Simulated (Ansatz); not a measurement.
## Lattice dynamics of (GaN)1(SiC)3 [0001] superlattice, started as wurtzite

How does (GaN)1(SiC)3 [0001] superlattice, started as wurtzite vibrate, and is this structure a minimum?

Method: DFT PBEsol, scalar-relativistic, plane waves, PAW, in Ansatz 0.2.0.

This is a report of a sequence of runs, with most program output left out.

The structure was built from a prototype and need not be the compound's stable phase.

## Step 1: Set-up

It takes space group P3m1 (No. 156, trigonal). Conventional cell: a = 3.107 Å, b = 3.107 Å, c = 10.170 Å, α = 90.00°, β = 90.00°, γ = 120.00°. Nearest to C lie 4 Si at 1.90 to 1.91 Å. C has 4 Si at 1.90 to 1.91 Å nearest. Nearest to C lie 3 Ga at 1.90 Å and 1 Si at 1.91 Å. Nearest to Ga lie 3 C at 1.90 Å and 1 N at 1.91 Å. Nearest to N lie 3 Si at 1.90 Å and 1 Ga at 1.91 Å. Nearest to Si lie 3 N at 1.90 Å and 1 C at 1.91 Å. Farther neighbours and most contacts between anions are not listed.

As a file:

```cif
data_structure
_symmetry_space_group_name_H-M 'P3m1'
_symmetry_Int_Tables_number 156
_cell_length_a 3.1075
_cell_length_b 3.1075
_cell_length_c 10.1700
_cell_angle_alpha 90.000
_cell_angle_beta 90.000
_cell_angle_gamma 120.000
_cell_volume 85.05
loop_
_atom_site_label
_atom_site_type_symbol
_atom_site_symmetry_multiplicity
_atom_site_Wyckoff_symbol
_atom_site_fract_x
_atom_site_fract_y
_atom_site_fract_z
_atom_site_occupancy
C1 C 1 c 0.66667 0.33333 0.43750 1
C2 C 1 b 0.33333 0.66667 0.68750 1
C3 C 1 c 0.66667 0.33333 0.93750 1
Ga1 Ga 1 b 0.33333 0.66667 0.00000 1
N1 N 1 b 0.33333 0.66667 0.18750 1
Si1 Si 1 c 0.66667 0.33333 0.25000 1
Si2 Si 1 b 0.33333 0.66667 0.50000 1
Si3 Si 1 c 0.66667 0.33333 0.75000 1
```

## Step 2: Rough relaxation

A rough relaxation comes first, because large forces or stress need no tight tolerances yet.

input.yaml

```yaml
crystal:
  lattice:
    - [3.1075, 0.0, 0.0]
    - [-1.55375, 2.69117, 0.0]
    - [0.0, 0.0, 10.17]
  atoms:
    - { symbol: C, position: [0.666667, 0.333333, 0.4375] }
    - { symbol: C, position: [0.333333, 0.666667, 0.6875] }
    - { symbol: C, position: [0.666667, 0.333333, 0.9375] }
    - { symbol: Ga, position: [0.333333, 0.666667, 0.0] }
    - { symbol: "N", position: [0.333333, 0.666667, 0.1875] }
    - { symbol: Si, position: [0.666667, 0.333333, 0.25] }
    - { symbol: Si, position: [0.333333, 0.666667, 0.5] }
    - { symbol: Si, position: [0.666667, 0.333333, 0.75] }
kpoints:
  mp_grid: { grid: [9, 9, 2] }
hamiltonian:
  xc: pbesol
scf:
  occupations: { method: gaussian, width: 0.1 }
output:
  forces: true
  stress: true
  eigenvalues: true
relax:
  adjacent_minimum: "off"
  f_tol: 0.05
  max_steps: 80
  cell: { stress_tol: 0.5 }
```

On the command line:

```
$ ansatz run input.yaml --threads 8 --pin off --max-ram 14336MiB --backend cpu --events-out ev --progress --plain --runs-dir out
```

Elapsed: 5.8 s, on 8 threads of Intel Xeon Platinum 8488C (Sapphire Rapids), shared host; peak memory 0.54 GiB.

Relaxation path:

| step | energy less that of the first step (eV) | largest force component (eV/Å) | pressure (GPa) | volume (Å³) |
| --- | --- | --- | --- | --- |
| 1 | 0.0000 | 3.1501 | 0.35 | 85.05 |
| 2 | -0.2569 | 1.6774 | -0.18 | 85.13 |
| 3 | -0.3926 | 0.5339 | 0.65 | 85.03 |
| 4 | -0.4103 | 0.2786 | -0.62 | 85.93 |
| 5 | -0.4172 | 0.0588 | -0.19 | 85.73 |
| 6 | -0.4178 | 0.0153 | 0.03 | 85.66 |
| 7* | -0.4192 | 0.0153 | 0.05 | 85.66 |

Relaxation steps marked * repeat the geometry before them on a plane-wave basis chosen anew for their cell, so energy and pressure can jump there.

Forces are held to the 6 operations that the run works with; a distortion that breaks them can't arise in this run.

| conventional cell, symmetrised | before | after | change |
| --- | --- | --- | --- |
| a (Å) | 3.107 | 3.108 | +0.0 % |
| b (Å) | 3.107 | 3.108 | +0.0 % |
| c (Å) | 10.170 | 10.239 | +0.7 % |
| volume (Å³/atom) | 10.63 | 10.71 | +0.7 % |

The atoms that moved most (Å, as changes of fractional coordinates times the final cell):

| atom | dx | dy | dz | length |
| --- | --- | --- | --- | --- |
| N5 | 0.000 | 0.000 | 0.157 | 0.157 |
| Ga4 | 0.000 | 0.000 | -0.142 | 0.142 |
| C3 | 0.000 | 0.000 | -0.082 | 0.082 |
| Si6 | 0.000 | 0.000 | 0.074 | 0.074 |
| C2 | 0.000 | 0.000 | -0.032 | 0.032 |
| Si7 | 0.000 | 0.000 | 0.029 | 0.029 |

Final coordinates:

```cif
data_structure
_symmetry_space_group_name_H-M 'P 1'
_symmetry_Int_Tables_number 1
_cell_length_a 3.1079
_cell_length_b 3.1079
_cell_length_c 10.2394
_cell_angle_alpha 90.000
_cell_angle_beta 90.000
_cell_angle_gamma 120.000
_cell_volume 85.65
loop_
_atom_site_label
_atom_site_type_symbol
_atom_site_fract_x
_atom_site_fract_y
_atom_site_fract_z
_atom_site_occupancy
C1 C 0.66667 0.33333 0.43748 1
C2 C 0.33333 0.66667 0.68437 1
C3 C 0.66667 0.33333 0.92949 1
Ga4 Ga 0.33333 0.66667 0.98617 1
N5 N 0.33333 0.66667 0.20281 1
Si6 Si 0.66667 0.33333 0.25718 1
Si7 Si 0.33333 0.66667 0.50284 1
Si8 Si 0.66667 0.33333 0.74967 1
```

This step gave:

- pressure: 0.04504 GPa
- volume per atom: 10.71 Å³
- gap on the k-mesh: 0 eV

In this step the volume went from 10.63 to 10.71 Å³/atom.

## Step 3: Relaxation

The cell and atoms are relaxed, since residual forces and stress would shift the frequencies.

input.yaml

```yaml
crystal:
  lattice:
    - [3.1079440904, 0.0, 0.0]
    - [-1.5539720452, 2.6915585358, 0.0]
    - [0.0, 0.0, 10.2394272924]
  atoms:
    - { symbol: C, position: [0.6666666667, 0.3333333333, 0.4374765489] }
    - { symbol: C, position: [0.3333333333, 0.6666666667, 0.6843724374] }
    - { symbol: C, position: [0.6666666667, 0.3333333333, 0.9294856074] }
    - { symbol: Ga, position: [0.3333333333, 0.6666666667, -0.0138342153] }
    - { symbol: "N", position: [0.3333333333, 0.6666666667, 0.2028069687] }
    - { symbol: Si, position: [0.6666666667, 0.3333333333, 0.2571832973] }
    - { symbol: Si, position: [0.3333333333, 0.6666666667, 0.5028438838] }
    - { symbol: Si, position: [0.6666666667, 0.3333333333, 0.7496654719] }
kpoints:
  mp_grid: { grid: [15, 15, 4] }
hamiltonian:
  xc: pbesol
scf:
  occupations: { method: gaussian, width: 0.1 }
output:
  forces: true
  stress: true
  eigenvalues: true
relax:
  adjacent_minimum: "off"
  f_tol: 0.005
  max_steps: 80
  cell: { stress_tol: 0.05 }
```

Run time: 12 s. Hardware: 8 threads; peak memory 0.68 GiB; 86 s of CPU time.

Little changed from the start: no atom moved by 0.005 Å and no cell edge by 0.1 %.

This step gave:

| Item | Value |
| --- | --- |
| pressure | 0.003156 GPa |

In this step the volume went from 10.71 to 10.71 Å³/atom.

## Step 4: Tight relaxation

Phonons need a cell at rest on their own settings, so the relaxation is repeated with tight tolerances on forces and stress, using the mesh and the filling of the phonon run that follows.

input.yaml

```yaml
crystal:
  lattice:
    - [3.1073980065, 0.0, 0.0]
    - [-1.5536990033, 2.6910856133, 0.0]
    - [0.0, 0.0, 10.2440722171]
  atoms:
    - { symbol: C, position: [0.6666666667, 0.3333333333, 0.4374311932] }
    - { symbol: C, position: [0.3333333333, 0.6666666667, 0.6843067104] }
    - { symbol: C, position: [0.6666666667, 0.3333333333, 0.9294932399] }
    - { symbol: Ga, position: [0.3333333333, 0.6666666667, -0.0140035624] }
    - { symbol: "N", position: [0.3333333333, 0.6666666667, 0.2029196365] }
    - { symbol: Si, position: [0.6666666667, 0.3333333333, 0.257233866] }
    - { symbol: Si, position: [0.3333333333, 0.6666666667, 0.5028737796] }
    - { symbol: Si, position: [0.6666666667, 0.3333333333, 0.7497451368] }
kpoints:
  mp_grid: { grid: [15, 15, 4] }
hamiltonian:
  xc: pbesol
scf:
  occupations: { method: methfessel_paxton, width: 0.2 }
output:
  forces: true
  stress: true
  eigenvalues: true
relax:
  adjacent_minimum: "off"
  f_tol: 0.001
  max_steps: 60
  cell: { stress_tol: 0.01 }
```

Elapsed: 14 s, on 8 threads; peak memory 0.69 GiB.

Little changed from the start: no atom moved by 0.005 Å and no cell edge by 0.1 %.

Numbers from this step:

```
pressure : -4.30e-5 GPa
```

The largest force component left is 0.27 meV/Å and the pressure is 0.000 GPa, within the tolerances set. The cell now holds 10.71 Å³/atom.

## Step 5: Modes at Γ

The zone centre is the only wavevector solved here; it holds the modes that light can see, as far as symmetry allows. No field response is asked, since the mesh shows no gap.

input.yaml

```yaml
crystal:
  lattice:
    - [3.1072519603, 0.0, 0.0]
    - [-1.5536259802, 2.6909591336, 0.0]
    - [0.0, 0.0, 10.2446792171]
  atoms:
    - { symbol: C, position: [0.6666666667, 0.3333333333, 0.4374351972] }
    - { symbol: C, position: [0.3333333333, 0.6666666667, 0.6843054344] }
    - { symbol: C, position: [0.6666666667, 0.3333333333, 0.929491001] }
    - { symbol: Ga, position: [0.3333333333, 0.6666666667, -0.0140353794] }
    - { symbol: "N", position: [0.3333333333, 0.6666666667, 0.2029352732] }
    - { symbol: Si, position: [0.6666666667, 0.3333333333, 0.2572448241] }
    - { symbol: Si, position: [0.3333333333, 0.6666666667, 0.5028804429] }
    - { symbol: Si, position: [0.6666666667, 0.3333333333, 0.7497432066] }
kpoints:
  mp_grid: { grid: [15, 15, 4] }
hamiltonian:
  xc: pbesol
scf:
  occupations: { method: methfessel_paxton, width: 0.2 }
output:
  eigenvalues: true
phonons:
  method: dfpt
```

Run time: 1.7 min. Hardware: 8 threads; peak memory 2.5 GiB.

This step gave:

| Quantity | Value |
| --- | --- |
| sum-rule residual before enforcement | 5.59e-5 eV/Å² |
| point group | 3m |
| highest optical mode at the zone centre (no LO-TO term) | 908.7 cm⁻¹ |
| lowest optical zone-centre mode | 116.8 cm⁻¹ |

Patterns of degenerate modes are one choice out of their space. Modes at Γ, with each element's share of the kinetic energy:

| mode | frequency (cm⁻¹) | symmetry | C % | Ga % | N % | Si % |
| --- | --- | --- | --- | --- | --- | --- |
| 1 | 0.0 | acoustic | 18 | 34 | 7 | 41 |
| 2 | 0.0 | acoustic | 18 | 34 | 7 | 41 |
| 3 | 0.0 | acoustic | 18 | 34 | 7 | 41 |
| 4 | 116.8 | E | 13 | 45 | 8 | 34 |
| 5 | 116.8 | E | 13 | 45 | 8 | 34 |
| 6 | 178.0 | E | 17 | 6 | 11 | 66 |
| 7 | 178.0 | E | 17 | 6 | 11 | 66 |
| 8 | 203.6 | A1 | 8 | 61 | 7 | 24 |
| 9 | 236.2 | E | 21 | 1 | 5 | 72 |
| 10 | 236.2 | E | 21 | 1 | 5 | 72 |
| 11 | 346.3 | A1 | 17 | 4 | 15 | 64 |
| 12 | 479.7 | A1 | 17 | 1 | 31 | 51 |
| 13 | 562.1 | E | 0 | 0 | 69 | 31 |
| 14 | 562.1 | E | 0 | 0 | 69 | 31 |
| 15 | 612.3 | A1 | 5 | 0 | 35 | 59 |
| 16 | 693.8 | E | 75 | 2 | 0 | 23 |
| 17 | 693.8 | E | 75 | 2 | 0 | 23 |
| 18 | 711.6 | E | 80 | 6 | 0 | 14 |
| 19 | 711.6 | E | 80 | 6 | 0 | 14 |
| 20 | 722.3 | E | 77 | 5 | 0 | 19 |
| 21 | 722.3 | E | 77 | 5 | 0 | 19 |
| 22 | 805.5 | A1 | 79 | 0 | 4 | 17 |
| 23 | 860.1 | A1 | 79 | 0 | 1 | 21 |
| 24 | 908.7 | A1 | 77 | 0 | 1 | 22 |

Displacements in mode 5 (116.8 cm⁻¹), the largest set to 1:
```
C1  -0.84  0.00  0.00
C2  -0.15  0.00  0.00
C3   0.86  0.00  0.00
Ga4  0.94  0.00  0.00
N5  -0.89  0.00  0.00
Si6 -1.00  0.00  0.00
Si7 -0.79  0.00  0.00
Si8 -0.05  0.00  0.00
```

Displacements in mode 12 (479.7 cm⁻¹), the largest set to 1:
```
C1   0.00  0.00  0.37
C2   0.00  0.00  0.15
C3   0.00  0.00 -0.70
Ga4  0.00  0.00  0.08
N5   0.00  0.00 -1.00
Si6  0.00  0.00  0.02
Si7  0.00  0.00  0.80
Si8  0.00  0.00 -0.43
```

Before it was imposed, the acoustic sum rule was missed by 5.6e-5 eV/Å². Small misses are needed for a sound result but don't prove that mesh and cutoff are converged. The lowest optical mode is real, 117 cm⁻¹.

## Step 6: Another isotope, element C, natural mass 12.011 amu

An isotope changes the mass and not the force constants, so no new electronic calculation is needed; the shifts show which modes move this element.

The same force constants with the mass of C changed from 12.011 to 13.003 u (phonopy, no LO-TO term). Both lists are sorted by frequency; levels can cross, so a row need not hold one and the same mode. Modes under 3 cm⁻¹ are left out. Isotope shifts, by row:

| q | rank | natural mass (cm⁻¹) | changed mass (cm⁻¹) |
| --- | --- | --- | --- |
| 0 0 0 | 4 | 116.8 | 116.2 |
| 0 0 0 | 5 | 116.8 | 116.2 |
| 0 0 0 | 6 | 178 | 176.7 |
| 0 0 0 | 7 | 178 | 176.7 |
| 0 0 0 | 8 | 203.6 | 202.9 |
| 0 0 0 | 9 | 236.2 | 234.2 |
| 0 0 0 | 10 | 236.2 | 234.2 |
| 0 0 0 | 11 | 346.3 | 343.9 |
| 0 0 0 | 12 | 479.7 | 476.3 |
| 0 0 0 | 13 | 562.1 | 562.1 |
| 0 0 0 | 14 | 562.1 | 562.1 |
| 0 0 0 | 15 | 612.3 | 610.9 |
| 0 0 0 | 16 | 693.8 | 673.6 |
| 0 0 0 | 17 | 693.8 | 673.6 |
| 0 0 0 | 18 | 711.6 | 689.5 |
| 0 0 0 | 19 | 711.6 | 689.5 |
| 0 0 0 | 20 | 722.3 | 701.2 |
| 0 0 0 | 21 | 722.3 | 701.2 |
| 0 0 0 | 22 | 805.5 | 780.5 |
| 0 0 0 | 23 | 860.1 | 834.1 |
| 0 0 0 | 24 | 908.7 | 881.9 |

A mode of this element alone would shift by -3.89 %. The highest zone-centre frequency without the field goes from 908.7 to 881.9 cm⁻¹ (-3.0 %). The product of the frequency ratios over all optical modes at Γ is 0.715; the product rule, (m/m′)^(3k/2) (M′/M)^(3/2) with k = 3 such atoms and M the mass of the cell, gives 0.715.

## Step 7: Another isotope, element Ga, natural mass 69.723 amu

The same for Ga, from 69.72 to 70.92 u.

A mode of this element alone would shift by -0.85 %. The highest zone-centre frequency without the field goes from 908.7 to 908.7 cm⁻¹ (-0.0 %). The product of the frequency ratios over all optical modes at Γ is 0.983; the product rule, (m/m′)^(3k/2) (M′/M)^(3/2) with k = 1 such atoms and M the mass of the cell, gives 0.983.

## Step 8: Another isotope, element N, natural mass 14.007 amu

The same for N, from 14.01 to 15.00 u.

A mode of this element alone would shift by -3.37 %. The highest zone-centre frequency without the field goes from 908.7 to 908.5 cm⁻¹ (-0.0 %). The product of the frequency ratios over all optical modes at Γ is 0.909; the product rule, (m/m′)^(3k/2) (M′/M)^(3/2) with k = 1 such atoms and M the mass of the cell, gives 0.909.

## Step 9: Isotope substitution, element Si, natural mass 28.085 amu

The same for Si, from 28.09 to 29.97 u.

The same force constants with the mass of Si changed from 28.085 to 29.974 u (phonopy, no LO-TO term). Both lists are sorted by frequency; levels can cross, so a row need not hold one and the same mode. Modes under 3 cm⁻¹ are left out. Isotope shifts, by row:

| q | rank | natural mass (cm⁻¹) | changed mass (cm⁻¹) |
| --- | --- | --- | --- |
| 0 0 0 | 4 | 116.8 | 115.5 |
| 0 0 0 | 5 | 116.8 | 115.5 |
| 0 0 0 | 6 | 178 | 174.2 |
| 0 0 0 | 7 | 178 | 174.2 |
| 0 0 0 | 8 | 203.6 | 202 |
| 0 0 0 | 9 | 236.2 | 230.6 |
| 0 0 0 | 10 | 236.2 | 230.6 |
| 0 0 0 | 11 | 346.3 | 339 |
| 0 0 0 | 12 | 479.7 | 471.6 |
| 0 0 0 | 13 | 562.1 | 556.6 |
| 0 0 0 | 14 | 562.1 | 556.6 |
| 0 0 0 | 15 | 612.3 | 600.8 |
| 0 0 0 | 16 | 693.8 | 688.5 |
| 0 0 0 | 17 | 693.8 | 688.5 |
| 0 0 0 | 18 | 711.6 | 707.8 |
| 0 0 0 | 19 | 711.6 | 707.8 |
| 0 0 0 | 20 | 722.3 | 718.9 |
| 0 0 0 | 21 | 722.3 | 718.9 |
| 0 0 0 | 22 | 805.5 | 801.2 |
| 0 0 0 | 23 | 860.1 | 854.6 |
| 0 0 0 | 24 | 908.7 | 902.5 |

A mode of this element alone would shift by -3.20 %. The highest zone-centre frequency without the field goes from 908.7 to 902.5 cm⁻¹ (-0.7 %). The product of the frequency ratios over all optical modes at Γ is 0.777; the product rule, (m/m′)^(3k/2) (M′/M)^(3/2) with k = 3 such atoms and M the mass of the cell, gives 0.777.

## Step 10: Results

```json
{
  "space group after relaxation (within 0.01 Å)": "P3m1",
  "volume per atom": "10.7 Å³",
  "electronic character": "no gap on this mesh",
  "highest optical mode at the zone centre (no LO-TO term)": "909 cm⁻¹",
  "lowest optical zone-centre mode": "117 cm⁻¹",
  "imaginary modes at Γ (the only wavevector solved)": "none"
}
```

What this shows: The structure is stable against zone-centre distortions, since no mode there is imaginary; other wavevectors were not solved, so zone-boundary instabilities are untested. The optical modes at Γ span 117 to 909 cm⁻¹. No dispersion was computed. The highest mode in this list at Γ, 908.7 cm⁻¹, is mostly motion of C (77 % of the kinetic energy). With no gap, or one that is small against the smearing, the frequencies hang on the k mesh and the smearing, most of all near Kohn anomalies. The starting cell was built on a prototype and not taken from a measurement, so the phase need not exist. These are harmonic frequencies at zero temperature: anharmonic shifts, linewidths and thermal expansion are left out.

[Logs are printed without paths, hosts, clocks, repeated set-up lines and the standing remarks that a program may print on its own settings, such as how far it seeks lower states.]

[Hosts, paths, dates, database ids (printed as entryN), source tags and the programs' standing remarks are cut or masked in the printed files.]
